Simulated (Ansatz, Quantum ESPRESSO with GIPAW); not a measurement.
# From a field gradient to a quadrupolar line: 39K in K3YV2O8

A plane-wave PAW calculation (PBEsol, Ansatz) gives this electric field gradient, in 10²¹ V/m² and Cartesian axes, at one K site of K3YV2O8 (atom 5; KO10; site symmetry 3m):

```
      0.2297        0.0000        0.0000
      0.0000        0.2297        0.0000
      0.0000        0.0000       -0.4594
```

39K has spin 3/2, Q = 0.0603 barn and |γ|/2π = 1.9893 MHz/T. The cell is the P-3m1 form of a database entry, atoms relaxed, static and at 0 K. The PAW files were made for PBE.

**Task.** Find C_Q, η_Q and ν_Q, and the shift and width of the central transition under fast MAS at 9.4 T and 14.1 T.

1. The tensor is symmetric and traceless. Its eigenvalues, ordered by size, are V_xx = 0.2297, V_yy = 0.2297 and V_zz = -0.4594.

2. η_Q = (V_xx − V_yy)/V_zz = 0.000.

3. C_Q = eQV_zz/h. One unit of 10²¹ V/m² with one barn gives 24.18 MHz, so C_Q = 24.18 × 0.0603 × −0.4594 = -0.670 MHz. A spectrum shows its size, not its sign.

4. ν_Q = 3C_Q/[2I(2I−1)] = 0.335 MHz in size, and P_Q = |C_Q|√(1 + η²/3) = 0.670 MHz.

5. The resonances lie at ν0 = 18.70 and 28.05 MHz, so ν_Q/ν0 is 0.018 at most and second order holds. The centre of gravity moves by δ_Q = −(3/40)(P_Q/ν0)² F × 10⁶ ppm, with F = [I(I+1) − 3/4]/[I²(2I−1)²] = 0.3333: -32.1 ppm at 9.4 T and -14.3 ppm at 14.1 T.

6. Summing the second-order term over orientations gives a full width of 68.7 ppm (1.3 kHz) and 30.5 ppm (0.86 kHz). In ppm both fall as 1/B²: (9.4/14.1)² = 0.444. The spinning rate must pass the static width for this shape to show cleanly.

[Banner, clock, file and message-heading lines were taken out of the pw.x and gipaw.x logs.]

[Logs are printed without paths, hosts, clocks, repeated set-up lines and the standing remarks that a program may print on its own settings, such as how far it seeks lower states.]

[Hosts, paths, dates, database ids (printed as entryN), source tags and the programs' standing remarks are cut or masked in the printed files.]
